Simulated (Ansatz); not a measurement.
# SnH2 (model cell, started as rutile): from the cell to its phonons, part 2 of 3

Wanted: phonon frequencies of SnH2 (model cell, started as rutile) and what follows from them.

Ansatz 0.2.0; DFT PBE, scalar-relativistic, plane waves, PAW.

So far: Starting point; Bringing the structure to rest, k-mesh 6×6×10; Bringing the structure to rest, k-mesh 8×8×10. The relaxed cell has a = 4.814, c = 3.685 Å (conventional setting).

The structure was built from a prototype and need not be the compound's stable phase.

**4. Tight relaxation**

Phonons need a cell at rest on their own settings, so the relaxation is repeated with tight tolerances on forces and stress, using the mesh and the filling of the phonon run that follows.

input.yaml

```yaml
crystal:
  lattice:
    - [4.8140654665, 0.0, 0.0]
    - [0.0, 4.8140654665, 0.0]
    - [0.0, 0.0, 3.685360698]
  atoms:
    - { symbol: Sn, position: [0.0, 0.0, 0.0] }
    - { symbol: Sn, position: [0.5, 0.5, 0.5] }
    - { symbol: H, position: [0.313644895, 0.313644895, 0.0] }
    - { symbol: H, position: [0.686355105, 0.686355105, 0.0] }
    - { symbol: H, position: [0.813644895, 0.186355105, 0.5] }
    - { symbol: H, position: [0.186355105, 0.813644895, 0.5] }
kpoints:
  mp_grid: { grid: [8, 8, 12] }
hamiltonian:
  xc: pbe
scf:
  occupations: { method: methfessel_paxton, width: 0.2 }
output:
  forces: true
  stress: true
  eigenvalues: true
relax:
  adjacent_minimum: "off"
  f_tol: 0.001
  max_steps: 60
  cell: { stress_tol: 0.01 }
```

The run is started by

```console
$ ansatz run input.yaml --threads 8 --pin off --max-ram 14336MiB --backend cpu --events-out ev --progress --plain --runs-dir out
```

Numbers of over 12 decimals in the logs are rounded to 6 here.

The program printed:

```text
[...]
Crystal: 6 atoms, lattice volume = 85.409 Å³
Basis set: ecut = 420 eV, 1633 PW (Γ), exchange–correlation on 72×72×50 points (8 copies of the dense FFT grid, shifted against one another)
Bands: 22, of which v1, the nominal top of the filled ones, is band 16 counted from 1 (15 counted from 0)
Symmetry: 16 space group operations
[...]
k-points: 105 of 768
[...]
cell:  # Å, volume = 85.9374 Å³
    - [4.857597, 0, 0.0]
    - [0, 4.857597, 0.0]
    - [0.0, 0.0, 3.641995]
  atoms:
    - { symbol: Sn, position: [0, 0, 0.0] }
    - { symbol: Sn, position: [0.5, 0.5, 0.5] }
    - { symbol: H, position: [0.311073, 0.311073, 0.0] }
    - { symbol: H, position: [0.688927, 0.688927, 0.0] }
    - { symbol: H, position: [0.811073, 0.188927, 0.5] }
    - { symbol: H, position: [0.188927, 0.811073, 0.5] }
[key lines of the parts left out:]
SCF converged after 6 iterations
Free energy (F): -12109.067720 eV
Fermi energy:    6.895419 eV
P = ⅓ Tr σ = 0.0004 GPa (0.004 kbar)
```

The job ended after 21 s (8 threads of Arm Neoverse N1, shared host; peak memory 0.56 GiB).

Step by step:

| step | energy less that of the first step (eV) | largest force component (eV/Å) | pressure (GPa) | volume (Å³) |
| --- | --- | --- | --- | --- |
| 1 | 0.0000 | 0.0029 | -0.03 | 85.41 |
| 2 | -0.0018 | 0.0029 | 0.14 | 85.41 |
| 3 | -0.0017 | 0.0030 | -0.04 | 85.99 |
| 4 | -0.0018 | 0.0000 | 0.00 | 85.90 |
| 5* | -0.0022 | 0.0002 | 0.00 | 85.90 |
| 6 | -0.0022 | 0.0000 | 0.00 | 85.94 |
| 7* | -0.0022 | 0.0000 | 0.00 | 85.94 |

Relaxation steps marked * repeat the geometry before them on a plane-wave basis chosen anew for their cell, so energy and pressure can jump there.

Forces are held to the 16 operations that the run works with; a distortion that breaks them can't arise in this run.

| conventional cell, symmetrised | before | after | change |
| --- | --- | --- | --- |
| a (Å) | 4.814 | 4.858 | +0.9 % |
| b (Å) | 4.814 | 4.858 | +0.9 % |
| c (Å) | 3.685 | 3.642 | -1.2 % |
| volume (Å³/atom) | 14.23 | 14.32 | +0.6 % |

The atoms that moved most (Å, as changes of fractional coordinates times the final cell):

| atom | dx | dy | dz | length |
| --- | --- | --- | --- | --- |
| H6 | 0.012 | -0.012 | 0.000 | 0.018 |
| H5 | -0.012 | 0.012 | 0.000 | 0.018 |
| H4 | 0.012 | 0.012 | 0.000 | 0.018 |
| H3 | -0.012 | -0.012 | 0.000 | 0.018 |

Final coordinates:

```xyz
6
Lattice="4.8576 0.0000 0.0000 0.0000 4.8576 0.0000 0.0000 0.0000 3.6420" Properties=species:S:1:pos:R:3 pbc="T T T"
Sn    0.0000    0.0000    0.0000
Sn    2.4288    2.4288    1.8210
H     1.5111    1.5111    0.0000
H     3.3465    3.3465    0.0000
H     3.9399    0.9177    1.8210
H     0.9177    3.9399    1.8210
```

Numbers from this step:

```yaml
pressure: 4.18e-4 GPa
volume_per_atom: 14.32 Å³
```

The largest force component left is 0.014 meV/Å and the pressure is 0.000 GPa, within the tolerances set. The cell now holds 14.32 Å³/atom.

**5. Zone-centre response**

The zone centre comes first: it holds the modes that light can see, as far as symmetry allows. No field response is asked, since the mesh shows no gap.

input.yaml

```yaml
crystal:
  lattice:
    - [4.8575969519, 0.0, 0.0]
    - [0.0, 4.8575969519, 0.0]
    - [0.0, 0.0, 3.6419952209]
  atoms:
    - { symbol: Sn, position: [0.0, 0.0, 0.0] }
    - { symbol: Sn, position: [0.5, 0.5, 0.5] }
    - { symbol: H, position: [0.3110725174, 0.3110725174, 0.0] }
    - { symbol: H, position: [0.6889274826, 0.6889274826, 0.0] }
    - { symbol: H, position: [0.8110725174, 0.1889274826, 0.5] }
    - { symbol: H, position: [0.1889274826, 0.8110725174, 0.5] }
kpoints:
  mp_grid: { grid: [8, 8, 12] }
hamiltonian:
  xc: pbe
scf:
  occupations: { method: methfessel_paxton, width: 0.2 }
output:
  eigenvalues: true
phonons:
  method: dfpt
```

The program printed:

```text
zone centre: on kpoints.mp_grid the ground state, and the responses unless they are solved on pairs of k-points, stand on 238 of the mesh's 768 k-points, reduced under 2 symmetry operations, with k and −k counted as one. Each operation leaves every solved displacement unchanged or reverses it
[...]
Crystal: 6 atoms, lattice volume = 85.937 Å³
Basis set: ecut = 420 eV, 1665 PW (Γ), exchange–correlation on 72×72×60 points (8 copies of the dense FFT grid, shifted against one another)
Bands: 22, of which v1, the nominal top of the filled ones, is band 16 counted from 1 (15 counted from 0)
Symmetry: 16 space group operations
k-points: 238 of 768 (irreducible under 2 space group operations, time reversal used)
[...]
SCF iter   1: F=—  HF=-12109.071632 eV  |F-HF|=—  |Δ(HF+E_count)|=         —  Δρ=3.14e-3  dr2=1.05e-2  ethr=1.77e-3  ⟨swp⟩=5.7  Hψ=24835  notcnv=0
[...]
SCF iter  10: F=-12109.067720 eV  HF=-12109.067720 eV  |F-HF|=3.64e-12  |Δ(HF+E_count)|=  2.18e-11  S|Δr|=    0.00e0  Δρ=3.43e-8  dr2=1.32e-12  ethr=1.00e-12  ⟨swp⟩=8.4  Hψ=24509  notcnv=0
SCF 1 converged in 10 iterations: F = -12109.067720 eV  dr2 = 1.32e-12
[...]
DFPT response loops at Γ: preconditioner auto → Kerker (q_TF=auto, 2.314 Å⁻¹) (partly filled bands, converged f_vac=0.000); β = 1.00, the filter's whole step (`scf.mixing.beta` (0.50) is not read by the response loops under this deck's `scf.mixing.preconditioner`; to damp them name `kerker` or `kerker_dos`, under which they read `scf.mixing.beta`, and type it under 1.00, their step now; both keys bind the ground state too); Broyden in place of MSR1
SCF converged after 10 iterations
[...]
Free energy (F): -12109.067720 eV
[...]
Internal energy: -12109.069345 eV  (E = F + TS)
E sigma→0 (E₀):  -12109.068126 eV
Entropy (-TS):   0.001625 eV (0.271 meV/atom)
Fermi energy:    6.895419 eV
[...]
--- Band table (eV; the first three rows and the last of 238) ---
  k-point 0: bands = [... 12 lower, 1.4516, 1.4516, 4.8987, 8.2632, 8.8632, 9.2457, 9.2457, 11.3586, ... 2 higher]
  k-point 1: bands = [... 12 lower, 1.5200, 1.5200, 4.3957, 8.5324, 8.9366, 9.2945, 9.2945, 9.9684, ... 2 higher]
  k-point 2: bands = [... 12 lower, 1.7182, 1.7182, 3.3133, 8.3856, 9.0210, 9.1570, 9.3599, 9.3599, ... 2 higher]
  k-point 237: bands = [... 12 lower, 1.7839, 1.7839, 2.1277, 2.1277, 5.7684, 5.7684, 12.2162, 12.2162, ... 2 higher]
--- Phonons (Γ-DFPT): 4 representative perturbations + reference, on 238 of 768 k-points (Σ response iterations 12) ---
  k mesh reduced under 2 symmetry operations, with k and −k counted as one. Each operation leaves every solved displacement unchanged or reverses it
  ASR residual: 2.373e-5 → 0.000e0 eV/Å²; symmetrization residual: 5.584e-7 eV/Å²
  ASR residual per site (eV/Å²): 2.37e-5 2.37e-5 2.88e-6 2.88e-6 2.88e-6 2.88e-6
  Γ frequencies (cm⁻¹): -557.38 -342.61 0.00 0.00 0.00 72.08 97.54 97.54 237.18 237.18 265.76 450.48 450.48 570.75 570.75 621.38 658.08 976.83
  non-analytic LO–TO correction: not included (Born effective charges unavailable; polar crystals: no LO–TO splitting at Γ)
```

Wall time 53 s (8 threads); peak memory 1.7 GiB; 6.2 min of CPU time.

The column dr2 measures how far the density is from self-consistency, as an energy; F and HF (Harris–Foulkes) agree once it is small.

Numbers from this step:

```yaml
sum_rule_residual_before_enforcement: 2.37e-5 eV/Å²
point_group: 4/mmm
highest_optical_mode_at_the_zone_centre_no_lo_to_term: 976.8 cm⁻¹
lowest_optical_zone_centre_mode: -557.4 cm⁻¹
```

Patterns of degenerate modes are one choice out of their space. Modes at Γ, with each element's share of the kinetic energy (negative means imaginary):

| mode | frequency (cm⁻¹) | symmetry | Sn % | H % |
| --- | --- | --- | --- | --- |
| 1 | -557.4 | B1u | 1 | 99 |
| 2 | -342.6 | A2u | 2 | 98 |
| 3 | 0.0 | acoustic | 98 | 2 |
| 4 | 0.0 | acoustic | 98 | 2 |
| 5 | 0.0 | acoustic | 98 | 2 |
| 6 | 72.1 | B1u | 99 | 1 |
| 7 | 97.5 | Eu | 89 | 11 |
| 8 | 97.5 | Eu | 89 | 11 |
| 9 | 237.2 | Eu | 11 | 89 |
| 10 | 237.2 | Eu | 11 | 89 |
| 11 | 265.8 | B1g | 0 | 100 |
| 12 | 450.5 | Eu | 1 | 99 |
| 13 | 450.5 | Eu | 1 | 99 |
| 14 | 570.8 | Eg | 0 | 100 |
| 15 | 570.8 | Eg | 0 | 100 |
| 16 | 621.4 | A2g | 0 | 100 |
| 17 | 658.1 | B2g | 0 | 100 |
| 18 | 976.8 | A1g | 0 | 100 |

Displacements in mode 1 (-557.4 cm⁻¹), the largest set to 1:
```
Sn1  0.00  0.00  0.02
Sn2  0.00  0.00 -0.02
H3   0.00  0.00  1.00
H4   0.00  0.00  1.00
H5   0.00  0.00 -1.00
H6   0.00  0.00 -1.00
```

Displacements in mode 9 (237.2 cm⁻¹), the largest set to 1:
```
Sn1  0.04  0.00  0.00
Sn2 -0.05 -0.03  0.00
H3   1.00  0.99  0.00
H4   1.00  0.99  0.00
H5  -0.52  0.50  0.00
H6  -0.52  0.50  0.00
```

Before it was imposed, the acoustic sum rule was missed by 2.4e-5 eV/Å². Small misses are needed for a sound result but don't prove that mesh and cutoff are converged. The lowest optical mode is imaginary, 557.4i cm⁻¹, so the energy falls along it.

**6. The dispersion**

Stability and thermal properties need the whole zone. Linear response on a 2×2×4 q mesh gives force constants as far as a supercell of that size would.

Changes to input.yaml since step 5:

```diff
@@ -22 +22,9 @@
   method: dfpt
+  qmesh: [2, 2, 4]
+  temperatures: { t_max: 1000, t_step: 50 }
+  qpath:
+    path:
+      - [[0.0, 0.0, 0.0], [0.0, 0.5, 0.0], [0.5, 0.5, 0.0], [0.0, 0.0, 0.0], [0.0, 0.0, 0.5], [0.0, 0.5, 0.5], [0.5, 0.5, 0.5], [0.0, 0.0, 0.5]]
+      - [[0.0, 0.5, 0.0], [0.0, 0.5, 0.5]]
+      - [[0.5, 0.5, 0.0], [0.5, 0.5, 0.5]]
+    npoints: 10
```

The program printed:

```text
Warning: phonons: the dynamical matrix that this run interpolates holds no multipole term above the dipole-dipole one, and a site of this crystal is no centre of inversion, so its interpolated transverse optical and acoustic branches and sound speeds can stay off near Gamma, and the density of states and the thermodynamics with them. What a run solves at a wave vector of phonons.qpoints, Gamma apart, where the deck admits one, is free of this, and under fd what a larger phonons.supercell samples
[...]
Crystal: 6 atoms, lattice volume = 85.937 Å³
Basis set: ecut = 420 eV, 1665 PW (Γ), exchange–correlation on 72×72×60 points (8 copies of the dense FFT grid, shifted against one another)
Bands: 22, of which v1, the nominal top of the filled ones, is band 16 counted from 1 (15 counted from 0)
Symmetry: 16 space group operations
k-points: 105 of 768
[...]
SCF iter   1: F=—  HF=-12109.071649 eV  |F-HF|=—  |Δ(HF+E_count)|=         —  Δρ=3.14e-3  dr2=1.05e-2  ethr=1.77e-3  ⟨swp⟩=5.8  Hψ=10977  notcnv=0
[...]
SCF iter  10: F=-12109.067720 eV  HF=-12109.067720 eV  |F-HF|=1.09e-11  |Δ(HF+E_count)|=  1.46e-11  S|Δr|=    0.00e0  Δρ=3.40e-8  dr2=1.30e-12  ethr=1.00e-12  ⟨swp⟩=8.3  Hψ=10693  notcnv=0
SCF 1 converged in 10 iterations: F = -12109.067720 eV  dr2 = 1.30e-12
[...]
SCF iter   7: F=-12109.067720 eV  HF=-12109.067720 eV  |F-HF|=3.64e-12  |Δ(HF+E_count)|=  1.82e-12  S|Δr|=    0.00e0  Δρ=1.10e-7  dr2=9.15e-12  ethr=1.00e-12  ⟨swp⟩=1.8  Hψ=3021  notcnv=0
SCF 2 converged in 7 iterations: F = -12109.067720 eV  dr2 = 9.15e-12
phonons: the bands overlap, so this run is a metal and interpolates without the dipole-dipole term. If the crystal is really an insulator or semiconductor, its LO-TO splitting is missing
NSCF: frozen V_eff on 105 k-points
[...]
DFPT response loops at q = (0, 0, 0) (fractional): preconditioner auto → Kerker (q_TF=auto, 2.314 Å⁻¹) (partly filled bands, converged f_vac=0.000); β = 1.00, the filter's whole step (`scf.mixing.beta` (0.50) is not read by the response loops under this deck's `scf.mixing.preconditioner`; to damp them name `kerker` or `kerker_dos`, under which they read `scf.mixing.beta`, and type it under 1.00, their step now; both keys bind the ground state too); Broyden in place of MSR1
[...]
SCF converged after 10 iterations
[...]
Free energy (F): -12109.067720 eV
[...]
Internal energy: -12109.069345 eV  (E = F + TS)
E sigma→0 (E₀):  -12109.068126 eV
Entropy (-TS):   0.001625 eV (0.271 meV/atom)
Fermi energy:    6.895419 eV
[...]
--- Band table (eV; the first three rows and the last of 105) ---
  k-point 0: bands = [... 12 lower, 1.4516, 1.4516, 4.8987, 8.2632, 8.8632, 9.2457, 9.2457, 11.3586, ... 2 higher]
  k-point 1: bands = [... 12 lower, 1.5200, 1.5200, 4.3957, 8.5324, 8.9366, 9.2945, 9.2945, 9.9684, ... 2 higher]
  k-point 2: bands = [... 12 lower, 1.7182, 1.7182, 3.3133, 8.3856, 9.0210, 9.1570, 9.3599, 9.3599, ... 2 higher]
  k-point 104: bands = [... 12 lower, 1.7839, 1.7839, 2.1277, 2.1277, 5.7684, 5.7684, 12.2162, 12.2162, ... 2 higher]
--- Phonons (Γ-DFPT): 4 representative perturbations + reference (Σ response iterations 12) ---
  ASR residual: 2.403e-5 → 0.000e0 eV/Å²; symmetrization residual: 5.512e-7 eV/Å²
  ASR residual per site (eV/Å²): 2.40e-5 2.40e-5 2.87e-6 2.87e-6 2.87e-6 2.87e-6
[...]
--- Phonons (arbitrary-q DFPT): 9 irreducible q on the 2×2×4 mesh ---
  q = [0.0000, 0.0000, 0.0000] (star 1, of the zone-centre solve; hermiticity 2.91e-7, symmetrization 8.05e-12): -557.38 -342.61 -0.00 0.00 0.00 72.08 97.54 97.54 237.18 237.18 265.76 450.48 450.48 570.75 570.75 621.38 658.08 976.83
  q = [0.0000, 0.0000, 0.2500] (star 2, 4 solved perturbations in 1320 linear systems a pass and spin channel, the states on 408 of 768 k-point pairs; hermiticity 2.40e-7, symmetrization 1.41e-11): -463.02 -426.38 -426.38 -289.81 34.96 34.96 92.36 110.22 110.47 110.47 265.28 420.35 420.35 568.35 568.76 568.76 689.70 956.75
[...]
q = [0.0000, -0.5000, 0.0000] (star 2, 6 solved perturbations on 238 of 768 k-point pairs; hermiticity 3.94e-7, symmetrization 7.37e-13): -345.82 -345.82 40.36 40.36 53.02 53.02 73.98 73.98 225.91 225.91 361.79 361.79 540.61 540.61 586.54 586.54 798.23 798.23
[...]
sum rule: each row above includes the acoustic sum rule's correction from the zone centre's row sums; it moved no ω² by more than (0.96 cm⁻¹)²
  mesh force constants: q→R imaginary residual 1.40e-17; ASR residual 2.403e-5 → 0.000e0 eV/Å²; symmetrization residual 3.553e-15 eV/Å²
  interpolated dispersion: 93 rows × 18 modes
  density of states and harmonic sums: on the 14×14×20 q-mesh, interpolated from the force constants of a 2×2×4 supercell (no non-analytic term)
  largest difference from the sums on the solved wave vectors: F 3.41e-2 eV, S 3.26e-5 and C_V 8.23e-6 eV/K
  zero-point energy: 0.325762 eV/cell   skipped modes (ω ≤ 0): 1209, of them read as no rigid motion or as one in doubt: 1206 (3.085e0 modes/cell left out, lowest -804.78 cm⁻¹)   left out of the sums: 1.71e-1 of the cell's modes: C_V's classical limit lies that fraction below 3 k_B per atom; for a crystal, a wire or a layer, F and S can be off by more, and a phonons.interpolated_qmesh denser along its periods is the remedy for the sampling
```

The job ended after 8.1 min (8 threads; peak memory 2.1 GiB).

Numbers from this step:

| Quantity | Value |
| --- | --- |
| sum-rule residual before enforcement | 2.40e-5 eV/Å² |
| lowest frequency on the path | -804.8 cm⁻¹ |
| highest frequency on the path or at a solved wavevector | 976.8 cm⁻¹ |
| lowest mode on the q mesh (acoustic modes at Γ apart) | -804.8 cm⁻¹ |

[end of part 2 of 3]

[Logs are printed without paths, hosts, clocks, repeated set-up lines and the standing remarks that a program may print on its own settings, such as how far it seeks lower states.]

[Hosts, paths, dates, database ids (printed as entryN), source tags and the programs' standing remarks are cut or masked in the printed files.]
